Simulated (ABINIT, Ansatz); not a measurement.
# SmAl (Pm-3m): from the cell to the phonon bands, part 3 of 4

How does SmAl (Pm-3m) vibrate, and is this structure a minimum?

ABINIT 10.8.3; DFT PBEsol, scalar-relativistic, plane waves, PseudoDojo norm-conserving, 4f in core pseudopotentials (the lanthanide files made for PBE).

So far. Step 4 (Self-consistent run for the response): The cell stands at -0.36 GPa: the relaxation ran with a smoothed and higher cutoff, and the difference is a stress of the finite basis. Step 5 (Linear response at Γ): The acoustic modes at Γ come out as far as 5.3 cm⁻¹ from zero, where they should vanish, a small numerical error. The relaxed cell has a = 3.627 Å (conventional setting).

### 7. Interpolated phonon bands

anaddb transforms the dynamical matrices to force constants and back along the path; points of the mesh come back as solved, but for the sum rule and, in polar crystals, the LO-TO term at Γ; the rest is interpolation.

Contents of anaddb.abi:

```
ddb_filepath "all_DDB"
output_file "anaddb.abo"
outdata_prefix "anaddb"
ifcflag 1
ngqpt 2 2 2
nqshft 1
q1shft 0.0 0.0 0.0
asr 1
chneut 0
dipdip 0
dipquad 0
quadquad 0
enunit 0
eivec 0
nph1l 62
qph1l 
    0.0 0.0 0.0 1.0
    0.0 0.05 0.0 1.0
    0.0 0.1 0.0 1.0
    0.0 0.15 0.0 1.0
    0.0 0.2 0.0 1.0
    0.0 0.25 0.0 1.0
    0.0 0.3 0.0 1.0
    0.0 0.35 0.0 1.0
    0.0 0.4 0.0 1.0
    0.0 0.45 0.0 1.0
    0.0 0.5 0.0 1.0
    0.05 0.5 0.0 1.0
    0.1 0.5 0.0 1.0
    0.15 0.5 0.0 1.0
    0.2 0.5 0.0 1.0
    0.25 0.5 0.0 1.0
    0.3 0.5 0.0 1.0
    0.35 0.5 0.0 1.0
    0.4 0.5 0.0 1.0
    0.45 0.5 0.0 1.0
    0.5 0.5 0.0 1.0
    0.45 0.45 0.0 1.0
    0.4 0.4 0.0 1.0
    0.35 0.35 0.0 1.0
    0.3 0.3 0.0 1.0
    0.25 0.25 0.0 1.0
    0.2 0.2 0.0 1.0
    0.15 0.15 0.0 1.0
    0.1 0.1 0.0 1.0
    0.05 0.05 0.0 1.0
    0.0 0.0 0.0 1.0
    0.05 0.05 0.05 1.0
    0.1 0.1 0.1 1.0
    0.15 0.15 0.15 1.0
    0.2 0.2 0.2 1.0
    0.25 0.25 0.25 1.0
    0.3 0.3 0.3 1.0
    0.35 0.35 0.35 1.0
    0.4 0.4 0.4 1.0
    0.45 0.45 0.45 1.0
    0.5 0.5 0.5 1.0
    0.45 0.5 0.45 1.0
    0.4 0.5 0.4 1.0
    0.35 0.5 0.35 1.0
    0.3 0.5 0.3 1.0
    0.25 0.5 0.25 1.0
    0.2 0.5 0.2 1.0
    0.15 0.5 0.15 1.0
    0.1 0.5 0.1 1.0
    0.05 0.5 0.05 1.0
    0.0 0.5 0.0 1.0
    0.5 0.5 0.5 1.0
    0.5 0.5 0.45 1.0
    0.5 0.5 0.4 1.0
    0.5 0.5 0.35 1.0
    0.5 0.5 0.3 1.0
    0.5 0.5 0.25 1.0
    0.5 0.5 0.2 1.0
    0.5 0.5 0.15 1.0
    0.5 0.5 0.1 1.0
    0.5 0.5 0.05 1.0
    0.5 0.5 0.0 1.0
```

Contents of mrgddb.in:

```
all_DDB
merged
4
dfpt_gammao_DDB
dfpt_qo_DS1_DDB
dfpt_qo_DS2_DDB
dfpt_qo_DS3_DDB
```

Started as:

```
> mrgddb < mrgddb.in > mrgddb.log
> OMP_NUM_THREADS=1 anaddb anaddb.abi > anaddb.log
```

anaddb.abo, the main output file:

```text
[banners, grids, parts of the stress and lines that vanish by symmetry left out]
-outvars_anaddb: echo values of input variables ----------------------

 Flags :
[...]
Phonon wavevector (reduced coordinates) :  0.00000  0.00000  0.00000
 Phonon energies in Hartree :
[...]
Phonon frequencies in cm-1    :
-  0.000000E+00  0.000000E+00  0.000000E+00  2.150912E+02  2.150912E+02
-  2.150912E+02
[...]
Phonon wavevector (reduced coordinates) :  0.00000  0.05000  0.00000
 Phonon energies in Hartree :
[...]
Phonon frequencies in cm-1    :
-  1.308462E+01  1.308462E+01  1.930825E+01  2.150498E+02  2.150498E+02
-  2.152143E+02
[...]
Phonon wavevector (reduced coordinates) :  0.00000  0.10000  0.00000
 Phonon energies in Hartree :
[...]
Phonon frequencies in cm-1    :
-  2.586353E+01  2.586353E+01  3.822412E+01  2.149277E+02  2.149277E+02
-  2.155565E+02
[...]
Phonon wavevector (reduced coordinates) :  0.00000  0.15000  0.00000
 Phonon energies in Hartree :
[...]
Phonon frequencies in cm-1    :
-  3.803612E+01  3.803612E+01  5.635677E+01  2.147313E+02  2.147313E+02
-  2.160422E+02
[...]
Phonon wavevector (reduced coordinates) :  0.00000  0.20000  0.00000
 Phonon energies in Hartree :
[...]
Phonon frequencies in cm-1    :
-  4.931185E+01  4.931185E+01  7.331725E+01  2.144723E+02  2.144723E+02
-  2.165642E+02
[...]
Phonon wavevector (reduced coordinates) :  0.00000  0.25000  0.00000
 Phonon energies in Hartree :
[...]
Phonon frequencies in cm-1    :
-  5.941517E+01  5.941517E+01  8.871656E+01  2.141693E+02  2.141693E+02
-  2.170096E+02
  Phonon wavevector (reduced coordinates) :  0.00000  0.30000  0.00000
 Phonon energies in Hartree :
[...]
Phonon frequencies in cm-1    :
-  6.809072E+01  6.809072E+01  1.021614E+02  2.138478E+02  2.138478E+02
-  2.172905E+02
  Phonon wavevector (reduced coordinates) :  0.00000  0.35000  0.00000
 Phonon energies in Hartree :
[...]
Phonon frequencies in cm-1    :
-  7.510947E+01  7.510947E+01  1.132503E+02  2.135405E+02  2.135405E+02
-  2.173745E+02
  Phonon wavevector (reduced coordinates) :  0.00000  0.40000  0.00000
 Phonon energies in Hartree :
[...]
Phonon frequencies in cm-1    :
-  8.027659E+01  8.027659E+01  1.215786E+02  2.132841E+02  2.132841E+02
-  2.173029E+02
  Phonon wavevector (reduced coordinates) :  0.00000  0.45000  0.00000
 Phonon energies in Hartree :
[...]
Phonon frequencies in cm-1    :
-  8.344128E+01  8.344128E+01  1.267682E+02  2.131131E+02  2.131131E+02
-  2.171806E+02
  Phonon wavevector (reduced coordinates) :  0.00000  0.50000  0.00000
 Phonon energies in Hartree :
[...]
Phonon frequencies in cm-1    :
-  8.450724E+01  8.450724E+01  1.285342E+02  2.130530E+02  2.130530E+02
-  2.171229E+02
  Phonon wavevector (reduced coordinates) :  0.05000  0.50000  0.00000
 Phonon energies in Hartree :
[...]
Phonon frequencies in cm-1    :
-  8.314718E+01  8.409583E+01  1.260745E+02  2.134934E+02  2.146586E+02
-  2.182145E+02
  Phonon wavevector (reduced coordinates) :  0.10000  0.50000  0.00000
 Phonon energies in Hartree :
[...]
Phonon frequencies in cm-1    :
-  7.925274E+01  8.289032E+01  1.192532E+02  2.147663E+02  2.189232E+02
-  2.212857E+02
  Phonon wavevector (reduced coordinates) :  0.15000  0.50000  0.00000
 Phonon energies in Hartree :
[...]
Phonon frequencies in cm-1    :
-  7.329315E+01  8.097697E+01  1.092351E+02  2.167339E+02  2.246993E+02
-  2.258180E+02
[...]
Phonon wavevector (reduced coordinates) :  0.40000  0.50000  0.40000
 Phonon energies in Hartree :
[...]
Phonon frequencies in cm-1    :
-  1.106260E+02  1.156163E+02  1.230084E+02  2.418517E+02  2.468210E+02
-  2.478463E+02
  Phonon wavevector (reduced coordinates) :  0.35000  0.50000  0.35000
 Phonon energies in Hartree :
[...]
Phonon frequencies in cm-1    :
-  9.286817E+01  1.044524E+02  1.181813E+02  2.375588E+02  2.468612E+02
-  2.488908E+02
  Phonon wavevector (reduced coordinates) :  0.30000  0.50000  0.30000
 Phonon energies in Hartree :
[...]
Phonon frequencies in cm-1    :
-  7.279748E+01  9.411812E+01  1.121341E+02  2.324258E+02  2.454529E+02
-  2.483960E+02
  Phonon wavevector (reduced coordinates) :  0.25000  0.50000  0.25000
 Phonon energies in Hartree :
[...]
Phonon frequencies in cm-1    :
-  5.537088E+01  8.859223E+01  1.054844E+02  2.271196E+02  2.422623E+02
-  2.456627E+02
  Phonon wavevector (reduced coordinates) :  0.20000  0.50000  0.20000
 Phonon energies in Hartree :
[...]
Phonon frequencies in cm-1    :
-  4.829012E+01  9.066391E+01  9.890198E+01  2.222449E+02  2.373485E+02
-  2.404493E+02
  Phonon wavevector (reduced coordinates) :  0.15000  0.50000  0.15000
 Phonon energies in Hartree :
[...]
Phonon frequencies in cm-1    :
-  5.522902E+01  9.303359E+01  9.981045E+01  2.182416E+02  2.311437E+02
-  2.330057E+02
[...]
Phonon wavevector (reduced coordinates) :  0.50000  0.50000  0.05000
 Phonon energies in Hartree :
[...]
Phonon frequencies in cm-1    :
-  3.024830E+01  3.024830E+01  6.780497E+01  2.307510E+02  2.525218E+02
-  2.525218E+02
  Phonon wavevector (reduced coordinates) :  0.50000  0.50000  0.00000
 Phonon energies in Hartree :
[...]
Phonon frequencies in cm-1    :
-  2.344428E+01  2.344428E+01  6.562781E+01  2.303634E+02  2.526557E+02
-  2.526557E+02
-
```

Elapsed: 0.58 s, on 1 thread of Arm Neoverse N1, shared host.

This step gave:

```
lowest frequency on the path : 0 cm⁻¹
```

Anaddb. Phonon branches along the path, in cm⁻¹:

```
    point  branch 1  branch 2  branch 3  branch 4  branch 5  branch 6
        Γ         0         0         0       215       215       215
  halfway        59        59        89       214       214       217
        X        84        84       128       213       213       217
  halfway        58        76        84       222       237       237
        M        23        23        66       230       253       253
  halfway        28        69       105       214       218       236
        Γ         0         0         0       215       215       215
  halfway        76        76        83       230       232       232
        R       127       127       127       246       246       246
  halfway        55        89       106       227       242       246
        X        84        84       128       213       213       217
jump to R       127       127       127       246       246       246
  halfway        90        90       101       238       250       250
        M        23        23        66       230       253       253
```

The phonon branches as a text plot (rows in cm⁻¹):

```
    247 |           *******                **********     *******
    237 |           *     ****          ****     *** **     ****
    226 |         *********** **     ****           ****        *
    216 |***********       **********  *              ****
    205 |                     **    ***
    195 |
    184 |
    174 |
    163 |
    153 |
    142 |
    132 |      **                             **         *
    121 |        *                          **  ***     * **
    111 |     *   *                              * **  *   **
    100 |    *     *       ****            **     *  **     **
     89 |   *   *              *     *** **       ********   *
     79 |     ** ***      *         *   ****            *     **
     68 |    *    ************                     *   *        *
     58 |  **        *   *    * *      *            * *       *
     47 |           *          *     **              *         *
     37 | **         ** *       ** *
     26 | *            ********     *                           *
     16 |*                     *** *
      5 |                        **
         Γ      X      M          Γ            R        X|R     M
```

All branches are real along the path.

### 8. Sums over the zone

Sums over the zone need many more wavevectors than were solved, so the interpolation is sampled on a dense mesh.

Contents of anaddb.abi:

```
ddb_filepath "all_DDB"
output_file "anaddb.abo"
outdata_prefix "anaddb"
ifcflag 1
ngqpt 2 2 2
nqshft 1
q1shft 0.0 0.0 0.0
asr 1
chneut 0
dipdip 0
dipquad 0
quadquad 0
prtdos 2
ng2qpt 12 12 12
dosdeltae 4.5563e-06
ntemper 11
temperinc 100.0
tempermin 0.0
```

Started as:

```
> OMP_NUM_THREADS=1 anaddb anaddb.abi > anaddb.log
```

anaddb.abo, the main output file:

```text
-outvars_anaddb: echo values of input variables ----------------------

 Flags :
     ifcflag         1
 Miscellaneous information :
         asr         1
      chneut         0
 Interatomic Force Constants Inputs :
      dipdip         0
     dipquad         0
    quadquad         0
      ifcana         0
      ifcout         0
 Description of grid 1 :
        brav         1
       ngqpt         2         2         2
      nqshft         1
      q1shft
                     0.00000000E+00  0.00000000E+00  0.00000000E+00
 Phonon DOS information :
   dosdeltae  4.55630000E-06
    dossmear  4.55633525E-06
 Description of grid 2 (Fourier interp. or BZ sampling):
      ng2qpt        12        12        12
      ngrids         4
      q2shft         0.00000000E+00  0.00000000E+00  0.00000000E+00

================================================================================

 read the DDB information and perform some checks

  ==== Info on the Cryst% object ====
 Real(R)+Recip(G) space primitive vectors, cartesian coordinates (Bohr,Bohr^-1):
 R(1)=  6.8544413  0.0000000  0.0000000  G(1)=  0.1458908  0.0000000  0.0000000
 R(2)=  0.0000000  6.8544413  0.0000000  G(2)=  0.0000000  0.1458908  0.0000000
 R(3)=  0.0000000  0.0000000  6.8544413  G(3)=  0.0000000  0.0000000  0.1458908
 Unit cell volume ucvol=  3.2204471E+02 bohr^3
 Angles (23,13,12)=  9.00000000E+01  9.00000000E+01  9.00000000E+01 degrees
 Time-reversal symmetry is present
 Reduced atomic positions [iatom, xred, symbol]:
    1)    0.5000000  0.5000000  0.5000000  Sm
    2)    0.0000000  0.0000000  0.0000000  Al

 DDB file with 4 blocks has been read.

================================================================================

 Calculation of the interatomic forces

       Homogeneous q point set in the B.Z.
 Grid q points  :        8
  1)   0.00000000E+00  0.00000000E+00  0.00000000E+00
  2)   5.00000000E-01  0.00000000E+00  0.00000000E+00
  3)   0.00000000E+00  5.00000000E-01  0.00000000E+00
  4)   5.00000000E-01  5.00000000E-01  0.00000000E+00
  5)   0.00000000E+00  0.00000000E+00  5.00000000E-01
  6)   5.00000000E-01  0.00000000E+00  5.00000000E-01
  7)   0.00000000E+00  5.00000000E-01  5.00000000E-01
  8)   5.00000000E-01  5.00000000E-01  5.00000000E-01

 The interatomic forces have been obtained

================================================================================

 Calculation of phonon density of states

 Average speed of sound partial sums:     0.1318528680E-02 (at units)
-                                   =           2.8845 [km/s]

 Debye frequency from partial sums:     0.7497811426E-03 (Ha)
-                                 =     0.4933322928E+01 (THz)
-Debye temperature from partial sums:     0.2367621589E+03 (K)

 Average speed of sound:     0.1222875379E-02 (at units)
-                      =           2.6753 [km/s]

 Debye frequency from DOS:     0.6953879072E-03 (Ha)
-                        =     0.4575432632E+01 (THz)
-Debye temperature from DOS:     0.2195861337E+03 (K)

-
```

Wall time 0.66 s (1 thread).

Numbers from this step:

- share of modes beyond 3i cm⁻¹ on the dense interpolated mesh: 0
- zero-point energy per atom: 28.55 meV
- heat capacity at 300 K: 23.59 J/(mol atoms K)
- vibrational entropy at 300 K: 37.65 J/(mol atoms K)

The phonon density of states has structure finer than the step of the table below, so its rows give means over 10 cm⁻¹, whole bins alone (the curve runs from -30 to 282 cm⁻¹). Peaks (cm⁻¹: height): 52.0: 0.0420, 72.0: 0.0523, 96.0: 0.0549, 216.0: 0.0893, 248.0: 0.0939.

Tetrahedra. Phonon density of states against wavenumber; means over each step:

```
wavenumber (cm⁻¹)  phonon density of states (1/cm⁻¹/cell)
                0                                  5.5e-6
               10                                  2.3e-4
               20                                 0.00157
               30                                 0.00871
               40                                  0.0208
               50                                  0.0344
               60                                  0.0297
               70                                  0.0424
               80                                  0.0470
               90                                  0.0395
              100                                  0.0453
              110                                  0.0209
              120                                 0.00849
              130                                  3.7e-4
              140                                       0
              150                                       0
              160                                       0
              170                                       0
              180                                       0
              190                                       0
              200                                       0
              210                                  0.0254
              220                                  0.0798
              230                                  0.0755
              240                                  0.0672
              250                                  0.0537
              260                                       0
```

Harmonic thermodynamic functions per atom, summed over the density of states scaled to three modes an atom; melting is ignored. Thermodynamic functions:

```
T (K)  F_vib (meV/atom)  S (J/mol-atom/K)  C_V (J/mol-atom/K)
    0             28.55                 0                   0
   50             27.52              5.86                9.18
  100             22.14             14.72               16.57
  200             -0.66             28.35               22.09
  300            -35.13             37.65               23.59
  400            -77.87             44.52               24.16
  500            -126.9             49.95               24.44
  600            -181.1             54.42               24.59
  700            -239.5             58.22               24.68
  800            -301.6             61.52               24.74
  900            -366.9             64.43               24.79
 1000              -435             67.05               24.82
```

At 300 K the heat capacity has reached 95 % of the Dulong-Petit value.

[end of part 3 of 4]

[Host names and launcher messages were left out of these logs when they were recorded.]

[Logs are printed without paths, hosts, clocks, repeated set-up lines and the standing remarks that a program may print on its own settings, such as how far it seeks lower states.]

[Hosts, paths, dates, database ids (printed as entryN), source tags and the programs' standing remarks are cut or masked in the printed files.]
